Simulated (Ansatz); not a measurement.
**Ca2MgSn2: relaxing a made-up structure**

This structure for Ca2MgSn2 is made up. Its elements were placed in a known structure type with a cell scaled to their sizes. What cell does the guess relax to, and how far off was it?

Method: DFT, PBEsol, plane-wave PAW, files of the set soft_1, scalar-relativistic, no spin, cell and ions relaxed at zero pressure; PAW set soft_1, in the first sound run; inputs show where later runs differ, in Ansatz 0.2.0.

## Step 1: The starting structure

Symmetry: Immm, No. 71, orthorhombic system. The conventional cell has a = 4.532 Å, b = 6.204 Å, c = 9.400 Å, α = 90.00°, β = 90.00°, γ = 90.00°. Sn has 1 Sn at 2.77 Å and 2 Mg at 2.84 Å and 6 Ca at 3.23 to 3.33 Å nearest. Nearest to Ca lie 6 Sn at 3.23 to 3.33 Å and 4 Mg at 3.61 to 3.65 Å. Mg has 4 Sn at 2.84 Å and 8 Ca at 3.61 to 3.65 Å nearest. Farther neighbours are not listed.

Structure file:

```cif
data_structure
_symmetry_space_group_name_H-M 'P 1'
_symmetry_Int_Tables_number 1
_cell_length_a 6.0702
_cell_length_b 6.0702
_cell_length_c 6.0702
_cell_angle_alpha 136.161
_cell_angle_beta 118.536
_cell_angle_gamma 78.521
_cell_volume 132.15
loop_
_atom_site_label
_atom_site_type_symbol
_atom_site_fract_x
_atom_site_fract_y
_atom_site_fract_z
_atom_site_occupancy
Sn1 Sn 0.27700 0.50000 0.77700 1
Sn2 Sn 0.72300 0.50000 0.22300 1
Ca3 Ca 0.30390 0.80390 0.50000 1
Ca4 Ca 0.69610 0.19610 0.50000 1
Mg5 Mg 0.00000 0.00000 0.00000 1
```

## Step 2: Relaxing cell and atoms

The guess takes its coordinates from another compound and its volume from a rule, so the cell and any free coordinates are relaxed together.

Input file input.yaml:

```yaml
crystal:
  lattice:
    - [-2.266, 3.102, 4.7]
    - [2.266, -3.102, 4.7]
    - [2.266, 3.102, -4.7]
  atoms:
    - { symbol: Sn, position: [0.277, 0.5, 0.777] }
    - { symbol: Sn, position: [0.723, 0.5, 0.223] }
    - { symbol: Ca, position: [0.3039, 0.8039, 0.5] }
    - { symbol: Ca, position: [0.6961, 0.1961, 0.5] }
    - { symbol: Mg, position: [0.0, 0.0, 0.0] }
kpoints:
  mp_grid: { grid: [7, 7, 7] }
scf:
  occupations: { method: fermi_dirac, width: 0.05 }
hamiltonian:
  xc: pbesol
  pseudopotentials: { kind: paw, azcp: { folder: soft_1 }, xc_functional: pbe }
relax:
  f_tol: 0.015
  max_steps: 70
  cell: {}
output:
  forces: true
  stress: true
```

The run is started by

```
$ ansatz run input.yaml --threads 4 --pin off --max-ram 10240MiB --backend cpu --events-out ev --progress --plain --runs-dir out
```

Numbers of over 12 decimals in the logs are rounded to 6 here.

The log of the run:

```text
Engine: ansatz 0.2.0, x86_64-unknown-linux-gnu
Pseudopotentials: kind: paw
Pseudopotential: Sn, paw, valence charge 14, recommended cutoff 420 eV (normal), soft_1/Sn.paw.azcp
Pseudopotential: Ca, paw, valence charge 10, recommended cutoff 420 eV (normal), soft_1/Ca.paw.azcp
Pseudopotential: Mg, paw, valence charge 10, recommended cutoff 420 eV (normal), soft_1/Mg.paw.azcp
Functional definition: PBEsol
  exchange = pbesol_x
  correlation = pbesol_c
Crystal: 5 atoms, lattice volume = 132.148 Å³
Basis set: ecut = 420 eV, 2571 PW (Γ), exchange–correlation on 90×90×90 points (8 copies of the dense FFT grid, shifted against one another)
Bands: 35, of which v1, the nominal top of the filled ones, is band 29 counted from 1 (28 counted from 0)
Symmetry: 8 space group operations
Space group: Immm (ITA 71), of the structure as read, at distance tolerance 5.1e-5 Å
k-points: 64 of 343
Non-local potential: Sn, projectors of the file, l = 0: 2, l = 1: 2, l = 2: 2, l = 3: 1
Non-local potential: Ca, projectors of the file, l = 0: 3, l = 1: 2, l = 2: 2
Non-local potential: Mg, projectors of the file, l = 0: 3, l = 1: 2, l = 2: 1
PAW form: soft (Blöchl's): semilocal exchange-correlation on the pseudo side does not see the compensation charge
PAW frozen core: Sn, regenerated for the run's functional, and the local potential with it (the file was generated under x = pbe(κ = 0.804, μ = 0.219515), c = pbe(β = 0.066725))
PAW frozen core: Ca, regenerated for the run's functional, and the local potential with it (the file was generated under x = pbe(κ = 0.804, μ = 0.219515), c = pbe(β = 0.066725))
PAW frozen core: Mg, regenerated for the run's functional, and the local potential with it (the file was generated under x = pbe(κ = 0.804, μ = 0.219515), c = pbe(β = 0.066725))
PAW one-centre angular grid: Sn, 590 points (default); XC on 64 Gauss nodes
PAW one-centre angular grid: Ca, 110 points (default); XC on 64 Gauss nodes
PAW one-centre angular grid: Mg, 110 points (default); XC on 64 Gauss nodes
Initial density: superposition of atomic densities (chi_scale 0.1, normalization cell, long waves kept (reshape's long-wave potential 0.00 eV rms))
Initial wavefunctions: pseudopotential atomic-orbital guess
Functional: x = pbesol(κ = 0.804, μ = 0.123457), c = pbesol(β = 0.046)
SCF iter   1: F=—  HF=-17403.517817 eV  |F-HF|=—  |Δ(HF+E_count)|=         —  Δρ=4.34e-2  dr2=5.31e0  ethr=3.10e-3  ⟨swp⟩=10.5  Hψ=13574  notcnv=0
preconditioner: auto → Kerker (q_TF=auto, 2.378 Å⁻¹)  [metal: Δε(μ)=0.003 eV  Ē_g=13.679 eV  σ=0.050 eV  W_gap=0.01  n_scr=28 (ndim 8)  ℏωp=18.8 eV  f_vac=0.000  D(μ)=4.17/eV (n_scr^D=28)]
SCF iter   2: F=—  HF=-17402.143044 eV  |F-HF|=—  |Δ(HF+E_count)|=    1.37e0  Δρ=2.03e-2  dr2=1.15e0  ethr=3.10e-3  ⟨swp⟩=4.0  Hψ=4913  notcnv=0  defer=3
SCF iter   3: F=—  HF=-17401.826370 eV  |F-HF|=—  |Δ(HF+E_count)|=   3.17e-1  Δρ=7.02e-3  dr2=1.25e-1  ethr=1.99e-3  ⟨swp⟩=3.8  Hψ=3516  notcnv=0  defer=3
SCF iter   4: F=—  HF=-17401.791998 eV  |F-HF|=—  |Δ(HF+E_count)|=   3.44e-2  Δρ=1.66e-3  dr2=9.29e-3  ethr=2.16e-4  ⟨swp⟩=4.0  Hψ=3888  notcnv=0  defer=8
SCF iter   5: F=—  HF=-17401.790206 eV  |F-HF|=—  |Δ(HF+E_count)|=   1.79e-3  Δρ=3.57e-4  dr2=3.57e-4  ethr=1.60e-5  ⟨swp⟩=2.0  Hψ=2875  notcnv=0  defer=8
SCF iter   6: F=—  HF=-17401.790110 eV  |F-HF|=—  |Δ(HF+E_count)|=   9.67e-5  Δρ=1.10e-4  dr2=2.04e-5  ethr=6.16e-7  ⟨swp⟩=2.0  Hψ=3988  notcnv=0  defer=8
SCF iter   7: F=—  HF=-17401.790071 eV  |F-HF|=—  |Δ(HF+E_count)|=   3.86e-5  Δρ=3.23e-5  dr2=1.61e-6  ethr=3.52e-8  ⟨swp⟩=2.0  Hψ=4123  notcnv=0  defer=8
SCF iter   8: F=—  HF=-17401.790071 eV  |F-HF|=—  |Δ(HF+E_count)|=   6.47e-8  Δρ=8.44e-6  dr2=1.25e-7  ethr=2.78e-9  ⟨swp⟩=2.0  Hψ=4079  notcnv=0  defer=8
SCF iter   9: F=-17401.790071 eV  HF=-17401.790071 eV  |F-HF|=9.51e-9  |Δ(HF+E_count)|=   1.70e-8  Δρ=2.77e-6  dr2=1.60e-8  ethr=1.72e-10  ⟨swp⟩=5.0  Hψ=8076  notcnv=0
SCF 1 converged in 9 iterations: F = -17401.790071 eV  dr2 = 1.60e-8
  greatest PAW one-centre occupation: 1.000 electrons in one spin orbital (limit 2), on the Mg atom at site 4 (counted from 0), in its partial waves of l = 0
relax step   1: F+E_penalty+E_count = -17401.79007080 eV  Δ(F+E_penalty+E_count) = +0.000e0 eV  max|allowed force component| = 6.449e-1 eV/Å  Δτ_max = 0.0000 Å  P = +3.463 GPa  Ω = 132.148 Å³  (9 SCF iters, dr2 threshold 1.00e-7 eV, accepted)
Crystal: 5 atoms, lattice volume = 139.807 Å³
Basis set: ecut = 420 eV, 2743 PW (Γ), exchange–correlation on 90×90×90 points (8 copies of the dense FFT grid, shifted against one another)
Initial density: handed on by an earlier stage of this run
Initial wavefunctions: those handed on with the density
iter 1 solved again at ethr=4.45e-5 eV; its pass at ethr=3.10e-3 eV (dr2=2.58e-2 eV) is discarded
SCF iter   1: F=—  HF=-17401.978743 eV  |F-HF|=—  |Δ(HF+E_count)|=         —  Δρ=3.47e-3  dr2=2.69e-2  ethr=4.45e-5  ⟨swp⟩=2.2  Hψ=14900  notcnv=0
preconditioner: auto → Kerker (q_TF=auto, 2.356 Å⁻¹)  [metal: Δε(μ)=0.027 eV  Ē_g=5.486 eV  σ=0.050 eV  W_gap=0.13  n_scr=32 (ndim 8)  ℏωp=11.8 eV  f_vac=0.000  D(μ)=1.74/eV (n_scr^D=6)]
SCF iter   2: F=—  HF=-17401.974022 eV  |F-HF|=—  |Δ(HF+E_count)|=   4.72e-3  Δρ=2.17e-3  dr2=1.17e-2  ethr=4.45e-5  ⟨swp⟩=2.0  Hψ=2569  notcnv=0
SCF iter   3: F=—  HF=-17401.971080 eV  |F-HF|=—  |Δ(HF+E_count)|=   2.94e-3  Δρ=4.24e-4  dr2=7.23e-4  ethr=2.02e-5  ⟨swp⟩=2.5  Hψ=3580  notcnv=0
SCF iter   4: F=—  HF=-17401.970955 eV  |F-HF|=—  |Δ(HF+E_count)|=   1.26e-4  Δρ=1.62e-4  dr2=1.02e-4  ethr=1.25e-6  ⟨swp⟩=2.7  Hψ=3523  notcnv=0
SCF iter   5: F=—  HF=-17401.970901 eV  |F-HF|=—  |Δ(HF+E_count)|=   5.39e-5  Δρ=5.19e-5  dr2=7.09e-6  ethr=1.76e-7  ⟨swp⟩=2.0  Hψ=3355  notcnv=0
SCF iter   6: F=—  HF=-17401.970900 eV  |F-HF|=—  |Δ(HF+E_count)|=   1.47e-6  Δρ=1.52e-5  dr2=8.49e-7  ethr=1.22e-8  ⟨swp⟩=2.7  Hψ=3908  notcnv=0
SCF iter   7: F=-17401.970899 eV  HF=-17401.970899 eV  |F-HF|=6.09e-8  |Δ(HF+E_count)|=   1.09e-7  Δρ=6.58e-6  dr2=1.20e-7  ethr=8.62e-10  ⟨swp⟩=5.0  Hψ=7928  notcnv=0
SCF 2 converged in 7 iterations: F = -17401.970899 eV  dr2 = 1.20e-7
relax step   2: F+E_penalty+E_count = -17401.97089937 eV  Δ(F+E_penalty+E_count) = -1.808e-1 eV  max|allowed force component| = 1.592e-1 eV/Å  Δτ_max = 0.0527 Å  P = +0.136 GPa  Ω = 139.807 Å³  energy of the carried Pulay correction = -2.255e-4 eV  (7 SCF iters, dr2 threshold 5.00e-7 eV, accepted)
Crystal: 5 atoms, lattice volume = 140.198 Å³
Basis set: ecut = 420 eV, 2747 PW (Γ), exchange–correlation on 90×90×90 points (8 copies of the dense FFT grid, shifted against one another)
iter 1 solved again at ethr=1.05e-6 eV; its pass at ethr=3.10e-3 eV (dr2=6.12e-4 eV) is discarded
SCF iter   1: F=—  HF=-17401.975883 eV  |F-HF|=—  |Δ(HF+E_count)|=         —  Δρ=6.93e-4  dr2=7.20e-4  ethr=1.05e-6  ⟨swp⟩=3.0  Hψ=12817  notcnv=0
preconditioner: auto → Kerker (q_TF=auto, 2.355 Å⁻¹)  [metal: Δε(μ)=0.003 eV  Ē_g=5.439 eV  σ=0.050 eV  W_gap=0.02  n_scr=28 (ndim 8)  ℏωp=11.7 eV  f_vac=0.000  D(μ)=1.81/eV (n_scr^D=10)]
SCF iter   2: F=—  HF=-17401.975737 eV  |F-HF|=—  |Δ(HF+E_count)|=   1.46e-4  Δρ=3.94e-4  dr2=2.27e-4  ethr=1.05e-6  ⟨swp⟩=2.0  Hψ=3331  notcnv=0
SCF iter   3: F=—  HF=-17401.975645 eV  |F-HF|=—  |Δ(HF+E_count)|=   9.21e-5  Δρ=8.06e-5  dr2=1.73e-5  ethr=3.91e-7  ⟨swp⟩=2.0  Hψ=3275  notcnv=0
SCF iter   4: F=—  HF=-17401.975643 eV  |F-HF|=—  |Δ(HF+E_count)|=   2.80e-6  Δρ=2.67e-5  dr2=2.80e-6  ethr=2.99e-8  ⟨swp⟩=2.6  Hψ=3354  notcnv=0
SCF iter   5: F=-17401.975641 eV  HF=-17401.975642 eV  |F-HF|=2.67e-7  |Δ(HF+E_count)|=   7.79e-7  Δρ=1.28e-5  dr2=4.81e-7  ethr=8.62e-10  ⟨swp⟩=5.2  Hψ=8350  notcnv=0
SCF 3 converged in 5 iterations: F = -17401.975641 eV  dr2 = 4.81e-7
relax step   3: F+E_penalty+E_count = -17401.97564149 eV  Δ(F+E_penalty+E_count) = -4.742e-3 eV  max|allowed force component| = 6.148e-2 eV/Å  Δτ_max = 0.0134 Å  P = -0.018 GPa  Ω = 140.198 Å³  energy of the carried Pulay correction = -2.367e-4 eV  (5 SCF iters, dr2 threshold 5.00e-7 eV, accepted)
Crystal: 5 atoms, lattice volume = 140.066 Å³
Basis set: ecut = 420 eV, 2755 PW (Γ), exchange–correlation on 90×90×90 points (8 copies of the dense FFT grid, shifted against one another)
iter 1 solved again at ethr=6.65e-7 eV; its pass at ethr=3.10e-3 eV (dr2=3.86e-4 eV) is discarded
SCF iter   1: F=—  HF=-17401.976406 eV  |F-HF|=—  |Δ(HF+E_count)|=         —  Δρ=5.60e-4  dr2=4.74e-4  ethr=6.65e-7  ⟨swp⟩=3.0  Hψ=13760  notcnv=0
preconditioner: auto → Kerker (q_TF=auto, 2.355 Å⁻¹)  [metal: Δε(μ)=0.010 eV  Ē_g=5.440 eV  σ=0.050 eV  W_gap=0.05  n_scr=32 (ndim 8)  ℏωp=11.7 eV  f_vac=0.000  D(μ)=1.83/eV (n_scr^D=10)]
SCF iter   2: F=—  HF=-17401.976312 eV  |F-HF|=—  |Δ(HF+E_count)|=   9.44e-5  Δρ=3.14e-4  dr2=1.44e-4  ethr=6.65e-7  ⟨swp⟩=2.0  Hψ=3299  notcnv=0
SCF iter   3: F=—  HF=-17401.976237 eV  |F-HF|=—  |Δ(HF+E_count)|=   7.43e-5  Δρ=6.18e-5  dr2=9.48e-6  ethr=2.48e-7  ⟨swp⟩=2.0  Hψ=3315  notcnv=0
SCF iter   4: F=—  HF=-17401.976236 eV  |F-HF|=—  |Δ(HF+E_count)|=   1.53e-6  Δρ=1.59e-5  dr2=1.11e-6  ethr=1.63e-8  ⟨swp⟩=2.0  Hψ=2611  notcnv=0
SCF iter   5: F=-17401.976236 eV  HF=-17401.976236 eV  |F-HF|=1.09e-7  |Δ(HF+E_count)|=   2.56e-7  Δρ=8.10e-6  dr2=1.68e-7  ethr=4.07e-10  ⟨swp⟩=5.1  Hψ=8259  notcnv=0
SCF 4 converged in 5 iterations: F = -17401.976236 eV  dr2 = 1.68e-7
relax step   4: F+E_penalty+E_count = -17401.97623556 eV  Δ(F+E_penalty+E_count) = -5.941e-4 eV  max|allowed force component| = 1.754e-2 eV/Å  Δτ_max = 0.0111 Å  P = +0.010 GPa  Ω = 140.066 Å³  energy of the carried Pulay correction = -2.329e-4 eV  (5 SCF iters, dr2 threshold 2.36e-7 eV, accepted)
Crystal: 5 atoms, lattice volume = 140.118 Å³
iter 1 solved again at ethr=9.21e-8 eV; its pass at ethr=3.10e-3 eV (dr2=5.34e-5 eV) is discarded
SCF iter   1: F=—  HF=-17401.976422 eV  |F-HF|=—  |Δ(HF+E_count)|=         —  Δρ=1.33e-4  dr2=6.65e-5  ethr=9.21e-8  ⟨swp⟩=3.0  Hψ=12176  notcnv=0
preconditioner: auto → Kerker (q_TF=auto, 2.355 Å⁻¹)  [metal: Δε(μ)=0.003 eV  Ē_g=5.438 eV  σ=0.050 eV  W_gap=0.02  n_scr=28 (ndim 8)  ℏωp=11.7 eV  f_vac=0.000  D(μ)=1.83/eV (n_scr^D=10)]
SCF iter   2: F=—  HF=-17401.976414 eV  |F-HF|=—  |Δ(HF+E_count)|=   8.19e-6  Δρ=8.45e-5  dr2=3.06e-5  ethr=9.21e-8  ⟨swp⟩=1.1  Hψ=2244  notcnv=0
SCF iter   3: F=—  HF=-17401.976406 eV  |F-HF|=—  |Δ(HF+E_count)|=   8.04e-6  Δρ=1.71e-5  dr2=1.23e-6  ethr=5.27e-8  ⟨swp⟩=2.0  Hψ=3069  notcnv=0
SCF iter   4: F=—  HF=-17401.976364 eV  |F-HF|=—  |Δ(HF+E_count)|=   4.18e-5  Δρ=7.97e-6  dr2=8.74e-8  ethr=2.12e-9  ⟨swp⟩=2.0  Hψ=3723  notcnv=0
SCF iter   5: F=-17401.976364 eV  HF=-17401.976364 eV  |F-HF|=2.58e-9  |Δ(HF+E_count)|=   1.63e-8  Δρ=2.25e-6  dr2=9.70e-9  ethr=3.31e-11  ⟨swp⟩=5.1  Hψ=8404  notcnv=0
SCF 5 converged in 5 iterations: F = -17401.976364 eV  dr2 = 9.70e-9
relax step   5: F+E_penalty+E_count = -17401.97636437 eV  Δ(F+E_penalty+E_count) = -1.288e-4 eV  max|allowed force component| = 1.091e-3 eV/Å  Δτ_max = 0.0023 Å  P = -0.005 GPa  Ω = 140.118 Å³  energy of the carried Pulay correction = -2.344e-4 eV  (5 SCF iters, dr2 threshold 1.92e-8 eV, accepted)
Initial wavefunctions: pseudopotential atomic-orbital guess (no wavefunctions were taken with the density)
iter 1 solved again at ethr=1.16e-7 eV; its pass at ethr=3.10e-3 eV (dr2=6.71e-5 eV) is discarded
SCF iter   1: F=—  HF=-17401.976559 eV  |F-HF|=—  |Δ(HF+E_count)|=         —  Δρ=2.06e-4  dr2=1.49e-6  ethr=1.16e-7  ⟨swp⟩=3.9  Hψ=18386  notcnv=0
preconditioner: auto → Kerker (q_TF=auto, 2.355 Å⁻¹)  [metal: Δε(μ)=0.005 eV  Ē_g=5.438 eV  σ=0.050 eV  W_gap=0.02  n_scr=28 (ndim 8)  ℏωp=11.7 eV  f_vac=0.000  D(μ)=1.83/eV (n_scr^D=10)]
SCF iter   2: F=—  HF=-17401.976632 eV  |F-HF|=—  |Δ(HF+E_count)|=   7.29e-5  Δρ=1.05e-4  dr2=3.87e-7  ethr=2.56e-9  ⟨swp⟩=2.3  Hψ=3909  notcnv=0
SCF iter   3: F=—  HF=-17401.976631 eV  |F-HF|=—  |Δ(HF+E_count)|=   8.78e-7  Δρ=5.92e-6  dr2=5.47e-9  ethr=6.68e-10  ⟨swp⟩=2.0  Hψ=3943  notcnv=0
SCF iter   4: F=—  HF=-17401.976631 eV  |F-HF|=—  |Δ(HF+E_count)|=   1.08e-9  Δρ=7.13e-7  dr2=1.54e-9  ethr=9.44e-12  ⟨swp⟩=2.0  Hψ=4111  notcnv=0
SCF iter   5: F=—  HF=-17401.976631 eV  |F-HF|=—  |Δ(HF+E_count)|=  4.15e-10  Δρ=2.36e-7  dr2=2.69e-10  ethr=2.66e-12  ⟨swp⟩=2.0  Hψ=2571  notcnv=0
SCF iter   6: F=-17401.976631 eV  HF=-17401.976631 eV  |F-HF|=2.55e-11  |Δ(HF+E_count)|=  8.37e-11  Δρ=1.09e-7  dr2=3.81e-11  ethr=1.00e-12  ⟨swp⟩=5.5  Hψ=8334  notcnv=0
SCF 6 converged in 6 iterations: F = -17401.976631 eV  dr2 = 3.81e-11
relax step   6: F+E_penalty+E_count = -17401.97663072 eV  Δ(F+E_penalty+E_count) = -2.664e-4 eV  max|allowed force component| = 1.057e-3 eV/Å  Δτ_max = 0.0000 Å  P = -0.004 GPa  Ω = 140.118 Å³  stress off target by 1.15e-2 GPa  SCF on the basis re-selected at this cell (its energy is not comparable with the rows above)  (6 SCF iters)
basis re-selected at this cell: Δ(F+E_penalty+E_count) = -2.664e-4 eV, ΔP = +0.001 GPa vs the last step (what re-selecting the basis moved, of the pressure what is left beyond the Pulay correction that the steps carried, after the strain that the cell walked since its last selection, with what the two solves' SCF thresholds leave and, on support functions, any second-order correction that the steps lacked; it is no m [...]
SCF converged after 6 iterations
Free energy (F): -17401.976631 eV
Harris-Foulkes:  -17401.976631 eV  (|F-HF|=2.55e-11)
Internal energy: -17401.960754 eV  (E = F + TS)
E sigma→0 (E₀):  -17401.968692 eV
Entropy (-TS):   -0.015877 eV (-3.175 meV/atom)
Fermi energy:    8.123406 eV
--- Per-component energies (eV) ---
  E_band       = -834.647667
  E_kinetic    = 916.165309
  E_local      = -5595.512285  (includes V_loc(G=0)·N_el)
  E_nonlocal   = 671.528751
  E_hartree    = 2260.335901
  E_xc         = -529.315423
  E_vxc        = -511.553598  (∫ρ·V_xc dr)
  E_paw        = -10569.665516  (= ΣΔE_a)
  E_vpaw       = -835.948344  (= ΣTr[D̂ρ^β])
  E_aug_tail   = 0.000429  (compensation charges beyond the density's cutoff)
  E_ewald      = -4556.364049
  E_core_change = 0.866130  (= ΣΔE_core)
  E_smearing   = -0.015877  (= −TS)
  E_closure    = 0.000000  (closes the sum)
  Σ components = -17401.976631   (vs F -17401.976631, Δ=0.00e0)
--- Forces (eV/Å), atoms counted from 1 ---
  atom   1  Sn     0.00000000    -0.00105657     0.00000000
  atom   2  Sn     0.00000000     0.00105657     0.00000000
  atom   3  Ca     0.00000000     0.00000000    -0.00080716
  atom   4  Ca     0.00000000     0.00000000     0.00080716
  atom   5  Mg     0.00000000     0.00000000     0.00000000
  max |Σ_I F_I| component: 2.17e-19 eV/Å
--- Stress (GPa, compression-positive) ---
       -0.010122       0.000000       0.000000
        0.000000       0.010541       0.000000
        0.000000       0.000000      -0.011475
  P = ⅓ Tr σ = -0.0037 GPa (-0.037 kbar)
--- Relaxed structure (5 steps of the walk, 5 accepted, 1 SCFs on fresh bases) ---
  F+E_penalty+E_count = -17401.97663072 eV   max|allowed force component| = 1.057e-3 eV/Å   (the final SCF, on the basis selected at the relaxed cell)
  cell:  # Å, volume = 140.1183 Å³
    - [-2.313408, 3.252595, 4.655354]
    - [2.313408, -3.252595, 4.655354]
    - [2.313408, 3.252595, -4.655354]
  atoms:
    - { symbol: Sn, position: [0.272159, 0.5, 0.772159] }
    - { symbol: Sn, position: [0.727841, 0.5, 0.227841] }
    - { symbol: Ca, position: [0.299994, 0.799994, 0.5] }
    - { symbol: Ca, position: [0.700006, 0.200006, 0.5] }
    - { symbol: Mg, position: [0, -1.4763604050866445e-19, 0] }
```

It took 15 s on 4 threads of AMD EPYC 7B13 (Zen 3), shared host; peak memory 0.7 GiB; 54 s of CPU time.

Step by step:

```csv
step,energy less that of the first step (eV),largest force component (eV/Å),pressure (GPa),volume (Å³)
1,0.0000,0.6449,3.46,132.15
2,-0.1808,0.1592,0.14,139.81
3,-0.1856,0.0615,-0.02,140.20
4,-0.1862,0.0175,0.01,140.07
5,-0.1863,0.0011,0.00,140.12
6*,-0.1866,0.0011,0.00,140.12
```

Relaxation steps marked * repeat the geometry before them on a plane-wave basis chosen anew for their cell, so energy and pressure can jump there.

The run keeps the 8 symmetry operations that it works with, so distortions that break them were not tested.

```csv
"conventional cell, symmetrised",before,after,change
a (Å),4.532,4.627,+2.1 %
b (Å),6.204,6.505,+4.9 %
c (Å),9.400,9.311,-0.9 %
volume (Å³/atom),26.43,28.02,+6.0 %
```

The atoms that moved most (Å, as changes of fractional coordinates times the final cell):

```csv
atom,dx,dy,dz,length
Ca4,0.000,0.000,0.036,0.036
Ca3,0.000,0.000,-0.036,0.036
Sn2,0.000,0.031,0.000,0.031
Sn1,0.000,-0.031,0.000,0.031
```

Numbers from this step:

| Item | Value |
| --- | --- |
| free energy | -17401.9766 eV |
| energy at zero smearing | -17401.9687 eV |
| smearing term TS | 0.01588 eV |
| Fermi energy | 8.123 eV |
| electrons | 58 |
| symmetry operations | 8 |
| pressure | -0.003685 GPa |

The shortest distance of each pair, which need not be the same contact before and after:

```csv
pair,guess (Å),relaxed (Å)
Mg–Sn,2.844,2.913
Sn–Sn,2.767,2.964
Ca–Sn,3.232,3.307
Ca–Mg,3.608,3.627
Ca–Ca,3.687,3.724
```

The relaxation ends with a largest force component of 0.0011 eV/Å and a pressure of 0.00 GPa.

[end of part 1 of 2]

[Logs are printed without paths, hosts, clocks, repeated set-up lines and the standing remarks that a program may print on its own settings, such as how far it seeks lower states.]

[Hosts, paths, dates, database ids (printed as entryN), source tags and the programs' standing remarks are cut or masked in the printed files.]
